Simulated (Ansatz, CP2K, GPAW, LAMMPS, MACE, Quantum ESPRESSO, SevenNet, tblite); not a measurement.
# CP2K runs on amorphous Ge (66 atoms), part 3 of 3

How do the settings of CP2K change the result for amorphous Ge (66 atoms)? A plane-wave run serves as the yardstick.

Program: CP2K 2026.2; the method stands at each step. Banners, paths, timers and routine set-up lines are dropped from the logs unmarked, and long logs keep their key lines alone; longer cuts are marked.

So far. Step 5 (TPSS, PBE potentials, DZVP-UZH, 350/50 Ry …): Against the first run (12 %), the force difference from the reference is 17 %, at 2.6 times the CPU time (on 4 against 2 cores); the model has changed, so this is no error of the program alone.

## (7) PBE, DZVP-UZH, 350/20 Ry, diagonalisation

Method: Kohn-Sham DFT, PBE, GTH-PBE pseudopotentials, Gaussian and plane waves, DZVP-MOLOPT (UZH set), diagonalisation.

input.inp

```
&GLOBAL
  PROJECT cell
  RUN_TYPE ENERGY_FORCE
  PRINT_LEVEL LOW
&END GLOBAL
&FORCE_EVAL
  METHOD QS
  STRESS_TENSOR ANALYTICAL
  &DFT
    BASIS_SET_FILE_NAME BASIS_MOLOPT_UZH
    POTENTIAL_FILE_NAME POTENTIAL_UZH
    &MGRID
      CUTOFF 350
      REL_CUTOFF 20
    &END MGRID
    &QS
      EPS_DEFAULT 1.0E-12
    &END QS
    &SCF
      SCF_GUESS ATOMIC
      EPS_SCF 5.0E-06
      MAX_SCF 200
      ADDED_MOS 29
      &DIAGONALIZATION
        ALGORITHM STANDARD
      &END DIAGONALIZATION
      &SMEAR ON
        METHOD FERMI_DIRAC
        ELECTRONIC_TEMPERATURE [K] 580
      &END SMEAR
      &MIXING
        METHOD BROYDEN_MIXING
        ALPHA 0.15
        NBROYDEN 12
      &END MIXING
      &PRINT
        &RESTART OFF
        &END RESTART
      &END PRINT
    &END SCF
    &XC
      &XC_FUNCTIONAL PBE
      &END XC_FUNCTIONAL
    &END XC
    &PRINT
      &MULLIKEN ON
      &END MULLIKEN
      &HIRSHFELD ON
        SHAPE_FUNCTION DENSITY
      &END HIRSHFELD
      &MO ON
        EIGENVALUES T
        OCCUPATION_NUMBERS T
        MO_INDEX_RANGE 121 144
        &EACH
          QS_SCF 0
        &END EACH
        ADD_LAST NUMERIC
      &END MO
    &END PRINT
  &END DFT
  &SUBSYS
    &CELL
      A 11.53150 0.00000 0.00000
      B 0.00000 11.53150 0.00000
      C 0.00000 0.00000 11.53150
    &END CELL
    &COORD
      SCALED
[... 66 atom lines left out: the same atoms as in the first run ...]
    &END COORD
    &KIND Ge
      BASIS_SET DZVP-MOLOPT-PBE-GTH-q4
      POTENTIAL GTH-PBE-q4
    &END KIND
  &END SUBSYS
  &PRINT
    &FORCES ON
    &END FORCES
    &STRESS_TENSOR ON
    &END STRESS_TENSOR
  &END PRINT
&END FORCE_EVAL
```

The run is started by

```console
$ OMP_NUM_THREADS=2 cp2k.psmp -i input.inp > output.txt
```

Numbers of over 12 decimals in the logs are rounded to 6 here.

Output:

```text
CP2K| version string:                                       CP2K version 2026.2
 CP2K| Input file name                                                 input.inp
 GLOBAL| Basis set file name                                    BASIS_MOLOPT_UZH
 GLOBAL| Potential file name                                       POTENTIAL_UZH
 GLOBAL| Run type                                                   ENERGY_FORCE
 GLOBAL| Total number of message passing processes                             1
 GLOBAL| Number of threads for this process                                    2
 TOTAL NUMBERS AND MAXIMUM NUMBERS
  Total number of            - Atomic kinds:                                   1
                             - Atoms:                                         66
[... lines left out ...]
                        Smear method:                                FERMI_DIRAC
[... lines left out ...]
 Number of electrons:                                                        264
[... lines left out ...]
  Step     Update method      Time    Convergence         Total energy    Change
[... lines left out ...]
  *** SCF run converged in    17 steps ***
[... lines left out ...]
  Fermi energy:                                                 0.149367
  Total energy:                                              -258.726022
  Total energy (extrapolated to T->0):                       -258.721965
[... lines left out ...]
 MO| E(Fermi):            0.149367 a.u.          4.064476 eV
[... lines left out ...]
 !-----------------------------------------------------------------------------!
 !-----------------------------------------------------------------------------!
                           Hirshfeld Charges
  #Atom  Element  Kind  Ref Charge     Population                    Net charge
      1       Ge     1       4.000          3.982                         0.018
      2       Ge     1       4.000          4.011                        -0.011
      3       Ge     1       4.000          3.988                         0.012
[...]
65       Ge     1       4.000          3.995                         0.005
     66       Ge     1       4.000          4.012                        -0.012
  Total Charge                                                           -0.000
 !-----------------------------------------------------------------------------!
 ENERGY| Total FORCE_EVAL ( QS ) energy [hartree]           -258.725959
 FORCES| Atomic forces [hartree/bohr]
 FORCES|   Atom     x               y               z               |f|
 FORCES|      1  3.75867544E-03  1.62147697E-03  2.16599773E-03   4.63123902E-03
 FORCES|      2 -5.61298246E-03  1.66930588E-03  6.35294874E-03   8.64014536E-03
 FORCES|      3  2.15579211E-03 -3.79378460E-03  7.56223168E-04   4.42855673E-03
[...]
FORCES|     65  4.32439507E-03 -7.30981506E-05 -2.88182616E-03   5.19717790E-03
 FORCES|     66  2.65684779E-03 -4.06472315E-03 -2.19294506E-03   5.32821007E-03
 FORCES| Sum     4.80372480E-03  9.78020399E-04 -3.63013652E-03
 FORCES| Total atomic force                                       6.10001533E-03
 STRESS| Analytical stress tensor [bar]
 STRESS|                        x                   y                   z
 STRESS|      x        4.53469342460E+04   2.56598095624E+03   2.75636496630E+03
 STRESS|      y        2.56598095624E+03   4.51274286381E+04   1.06358030718E+04
 STRESS|      z        2.75636496630E+03   1.06358030718E+04   2.07010580525E+04
 STRESS| 1/3 Trace                                             3.70584736456E+04
```

Elapsed: 2.1 min, on 2 threads of Intel Xeon Platinum 8259CL at 2.50GHz (Skylake/Cascade Lake), shared host; peak memory 2.2 GiB; 3.5 min of CPU time.

Compared with the plane-wave run:

```yaml
r_m_s_force_component: 0.2375 eV/Å
r_m_s_difference_of_force_components: 30.95 meV/Å
longest_difference_of_force_vectors: 102 meV/Å
force_difference_over_r_m_s_force: 13.43 %
slope_of_forces_against_the_reference_s: 1.022
correlation_of_force_components: 0.9917
pressure: 3.706 GPa
pressure_difference: 0.9161 GPa
energy_less_the_same_level_run_s: -2.082 meV/atom
r_m_s_force_difference_from_the_same_level_run: 12.23 meV/Å
```

This is a coarse setting, run to see what it loses.

Against the first run (12 %), the force difference from the reference is 13 %, at 0.67 times the CPU time: the grid matters here.

## (8) PBE, DZVP-UZH, 122/50 Ry, diagonalisation

Method: Kohn-Sham DFT, PBE, GTH-PBE pseudopotentials, Gaussian and plane waves, DZVP-MOLOPT (UZH set), diagonalisation.

input.inp, as its differences from that of step 7:

```diff
@@ -12,4 +12,4 @@
     &MGRID
-      CUTOFF 350
-      REL_CUTOFF 20
+      CUTOFF 122
+      REL_CUTOFF 50
     &END MGRID
@@ -68,3 +68,2 @@
     &COORD
-      SCALED
 [... 66 atom lines left out: the same atoms as in the first run ...]
```

Output:

```text
CP2K| version string:                                       CP2K version 2026.2
 CP2K| Input file name                                                 input.inp
 GLOBAL| Basis set file name                                    BASIS_MOLOPT_UZH
 GLOBAL| Potential file name                                       POTENTIAL_UZH
 GLOBAL| Run type                                                   ENERGY_FORCE
 GLOBAL| Total number of message passing processes                             1
 GLOBAL| Number of threads for this process                                    2
[... lines left out ...]
                        Smear method:                                FERMI_DIRAC
[... lines left out ...]
 Number of electrons:                                                        264
[... lines left out ...]
  Step     Update method      Time    Convergence         Total energy    Change
[... lines left out ...]
  *** SCF run converged in    17 steps ***
[... lines left out ...]
  Fermi energy:                                                 0.149370
  Total energy:                                              -258.720959
  Total energy (extrapolated to T->0):                       -258.716897
[... lines left out ...]
 MO| E(Fermi):            0.149370 a.u.          4.064563 eV
[... lines left out ...]
     66       Ge     1       4.000          4.012                        -0.012
  Total Charge                                                           -0.000
 !-----------------------------------------------------------------------------!
 ENERGY| Total FORCE_EVAL ( QS ) energy [hartree]           -258.720896
 FORCES| Atomic forces [hartree/bohr]
 FORCES|   Atom     x               y               z               |f|
 FORCES|      1  3.58425732E-03  1.26746734E-03  2.33368138E-03   4.46087915E-03
 FORCES|      2 -5.51308559E-03  1.92316188E-03  6.44033902E-03   8.69313701E-03
 FORCES|      3  1.96015902E-03 -3.92509434E-03  9.73783151E-04   4.49408974E-03
[...]
FORCES|     65  4.58489833E-03 -2.83817708E-04 -2.86330005E-03   5.41297814E-03
 FORCES|     66  2.38861621E-03 -4.06013672E-03 -2.02773827E-03   5.12853976E-03
 FORCES| Sum     6.32741493E-05  2.51522271E-04  3.94106682E-05
 FORCES| Total atomic force                                       2.62336181E-04
 STRESS| Analytical stress tensor [bar]
 STRESS|                        x                   y                   z
 STRESS|      x        4.43209199144E+04   2.56217840267E+03   2.75934072928E+03
 STRESS|      y        2.56217840267E+03   4.42785598787E+04   1.06386544002E+04
 STRESS|      z        2.75934072928E+03   1.06386544002E+04   2.01035994658E+04
 STRESS| 1/3 Trace                                             3.62343597530E+04
```

Wall time 97 s (2 threads); peak memory 0.81 GiB; 3 min of CPU time.

Compared with the plane-wave run:

| Property | Result |
| --- | --- |
| r.m.s. force component | 0.2364 eV/Å |
| r.m.s. difference of force components | 28.13 meV/Å |
| longest difference of force vectors | 90.06 meV/Å |
| force difference over r.m.s. force | 12.2 % |
| slope of forces against the reference's | 1.018 |
| correlation of force components | 0.993 |
| pressure | 3.623 GPa |
| pressure difference | 0.8337 GPa |
| energy less the same-level run's | 0.0051 meV/atom |
| r.m.s. force difference from the same-level run | 0.751 meV/Å |

This is a coarse setting, run to see what it loses.

Against the first run (12 %), the force difference from the reference is 12 %, at 0.58 times the CPU time: the change moves forces by 0.75 meV/Å r.m.s., so most of the difference comes from elsewhere.

## (9) GFN1-xTB, diagonalisation

Method: GFN1-xTB tight binding (the program's own implementation), diagonalisation.

input.inp

```
&GLOBAL
  PROJECT cell
  RUN_TYPE ENERGY_FORCE
  PRINT_LEVEL LOW
&END GLOBAL
&FORCE_EVAL
  METHOD QS
  STRESS_TENSOR ANALYTICAL
  &DFT
    &QS
      METHOD XTB
      &XTB
        GFN_TYPE 1
        DO_EWALD T
        CHECK_ATOMIC_CHARGES F
      &END XTB
    &END QS
    &SCF
      SCF_GUESS ATOMIC
      EPS_SCF 1.0E-06
      MAX_SCF 200
      ADDED_MOS 49
      &DIAGONALIZATION
        ALGORITHM STANDARD
      &END DIAGONALIZATION
      &SMEAR ON
        METHOD FERMI_DIRAC
        ELECTRONIC_TEMPERATURE [K] 580
      &END SMEAR
      &MIXING
        METHOD BROYDEN_MIXING
        ALPHA 0.15
        NBROYDEN 8
      &END MIXING
      &PRINT
        &RESTART OFF
        &END RESTART
      &END PRINT
    &END SCF
    &PRINT
      &MULLIKEN ON
      &END MULLIKEN
    &END PRINT
  &END DFT
  &SUBSYS
    &CELL
      A 11.53150 0.00000 0.00000
      B 0.00000 11.53150 0.00000
      C 0.00000 0.00000 11.53150
    &END CELL
    &COORD
      SCALED
[... 66 atom lines left out: the same atoms as in the first run ...]
    &END COORD
  &END SUBSYS
  &PRINT
    &FORCES ON
    &END FORCES
    &STRESS_TENSOR ON
    &END STRESS_TENSOR
  &END PRINT
&END FORCE_EVAL
```

The run is started by

```console
$ OMP_NUM_THREADS=1 cp2k.psmp -i input.inp > output.txt
```

Output:

```text
CP2K| version string:                                       CP2K version 2026.2
 CP2K| Input file name                                                 input.inp
 GLOBAL| Basis set file name                                           BASIS_SET
 GLOBAL| Potential file name                                           POTENTIAL
 GLOBAL| Run type                                                   ENERGY_FORCE
 GLOBAL| Total number of message passing processes                             1
 GLOBAL| Number of threads for this process                                    1
[... lines left out ...]
                        Smear method:                                FERMI_DIRAC
[... lines left out ...]
 Number of electrons:                                                        264
[... lines left out ...]
  Step     Update method      Time    Convergence         Total energy    Change
[... lines left out ...]
  Leaving inner SCF loop after reaching   200 steps.
  Core Hamiltonian energy:                                   -112.063885
  Repulsive potential energy:                                   0.343987
  Electronic energy:                                            0.377482
  DFTB3 3rd order energy:                                       0.000172515
  Dispersion energy:                                           -0.443204
  Correction for halogen bonding:                               0.000000
  Electronic entropic energy:                                  -0.00651901
  Fermi energy:                                                -0.443544
  Total energy:                                              -111.791981
  Total energy (extrapolated to T->0):                       -111.788722
 *   ___                                                                       *
 *  /   \                                                                      *
 * [ABORT]                                                                     *
 *  \___/     SCF run NOT converged. To continue the calculation regardless,   *
 *    |             please set the keyword IGNORE_CONVERGENCE_FAILURE.         *
 *  O/|                                                                        *
 * /| |                                                                        *
```

Elapsed: 44 s, on 1 thread; peak memory 0.26 GiB.

The run stopped without converging, so its numbers are no property of the system.

## (10) The ladder

Differences are against the plane-wave reference, forces as r.m.s. over components; share is that over the reference's r.m.s. force, slope the least-squares factor from reference forces to these. Total energies of different programs have different zeros and aren't compared.

```
                                                            run  Δ force, r.m.s. (meV/Å)  share (%)  slope  Δ pressure (GPa)  cores  CPU time  memory (GiB)
                                                      reference                        -          -      -                 -      4    24 min           4.7
                 CP2K PBE, DZVP-UZH, 350/50 Ry, diagonalisation                     28.2       12.2  1.018             0.834      2   5.2 min           2.2
                CP2K PBE, TZV2P-UZH, 350/50 Ry, diagonalisation                     12.5       5.43  1.022             0.672      4    18 min           5.0
                 CP2K PBE, DZVP-UZH, 489/50 Ry, diagonalisation                     28.2       12.2  1.018             0.834      4   8.3 min           5.0
CP2K TPSS, PBE potentials, DZVP-UZH, 350/50 Ry, diagonalisation                     38.9       16.9  1.044              1.06      4    14 min           3.8
  CP2K PBE, DZVP-MOLOPT (SR for Ge), 350/50 Ry, diagonalisation                     24.3       10.6  1.013              1.07      2   3.6 min           2.2
        CP2K PBE, DZVP-UZH, 350/20 Ry, diagonalisation (coarse)                     31.0       13.4  1.022             0.916      2   3.5 min           2.2
        CP2K PBE, DZVP-UZH, 122/50 Ry, diagonalisation (coarse)                     28.1       12.2  1.018             0.834      2     3 min          0.81
```

Rows marked coarse were listed beforehand as settings not expected to be converged; some can still land near the reference.

CPU time is summed over cores on a shared host, where runs went side by side, so it is rough. Symmetry, cutoffs, thresholds, outputs and thread counts weren't matched or tuned between programs; memory under MPI is the largest rank's times the ranks.

Within one program, basis, potentials and functional, energies share a zero. Each run against its twin at the usual cutoff or grid and solver:

```
                                           run                                  twin  Δ energy (meV/atom)  Δ force, r.m.s. (meV/Å)        CPU time over the twin's
CP2K PBE, DZVP-UZH, 489/50 Ry, diagonalisation  DZVP-UZH, 350/50 Ry, diagonalisation               1.0e-4                    0.002  1.6 (this twin ran on 2 cores)
CP2K PBE, DZVP-UZH, 350/20 Ry, diagonalisation  DZVP-UZH, 350/50 Ry, diagonalisation                -2.08                     12.2                            0.67
CP2K PBE, DZVP-UZH, 122/50 Ry, diagonalisation  DZVP-UZH, 350/50 Ry, diagonalisation               0.0051                    0.751                            0.58
```

## (11) What came out

| Quantity | Value |
| --- | --- |
| nearest in forces | CP2K PBE, TZV2P-UZH, 350/50 Ry, diagonalisation, 5.4 % |
| its CPU time | 18 min |

The PBE runs in local orbitals, coarse settings apart, differ by 5.4 % (CP2K PBE, TZV2P-UZH, 350/50 Ry, diagonalisation) to 12 % (CP2K PBE, DZVP-UZH, 350/50 Ry, diagonalisation); basis, grid and potentials can all enter. Rows with another functional or a dispersion term differ by 17 % (CP2K TPSS, PBE potentials, DZVP-UZH, 350/50 Ry, diagonalisation), which mixes the change of model with differences of basis and potentials, some of them made for another functional. Runs with settings chosen to be coarse differ by 12 % (CP2K PBE, DZVP-UZH, 122/50 Ry, diagonalisation) to 13 % (CP2K PBE, DZVP-UZH, 350/20 Ry, diagonalisation), their programs' other errors included. Of the electronic-structure runs that take under half the reference's CPU time, CP2K PBE, DZVP-MOLOPT (SR for Ge), 350/50 Ry, diagonalisation comes nearest, at 11 % in 3.6 min against 24 min. The potentials hold different valence shells: 924 electrons in the reference, 264 in CP2K with DZVP-MOLOPT; this bears on time and differences. The reference's pressure holds the uncorrected Pulay stress of its 45 Ry basis, so small pressure differences, and their order, may be the reference's own error. The quench rate of 5 K/ps is many orders above laboratory rates, so the cell is likely richer in defects and strain than a real sample. The network of bonds at the start is that of the classical potential that made the cell, and needn't be the one that DFT or experiment would give. The reference's pressure of 2.8 GPa belongs to a cell and atoms that aren't relaxed at this level. The electronic-structure runs sample only Γ, in a cell whose shortest periodic width is 12 Å, which is coarse for a cell with partly filled levels.

[Also dropped from logs without a mark: logging warnings of Python, and SIESTA's first energy breakdown and zero terms.]

[Logs are printed without paths, hosts, clocks, repeated set-up lines and the standing remarks that a program may print on its own settings, such as how far it seeks lower states.]

[Hosts, paths, dates, database ids (printed as entryN), source tags and the programs' standing remarks are cut or masked in the printed files.]
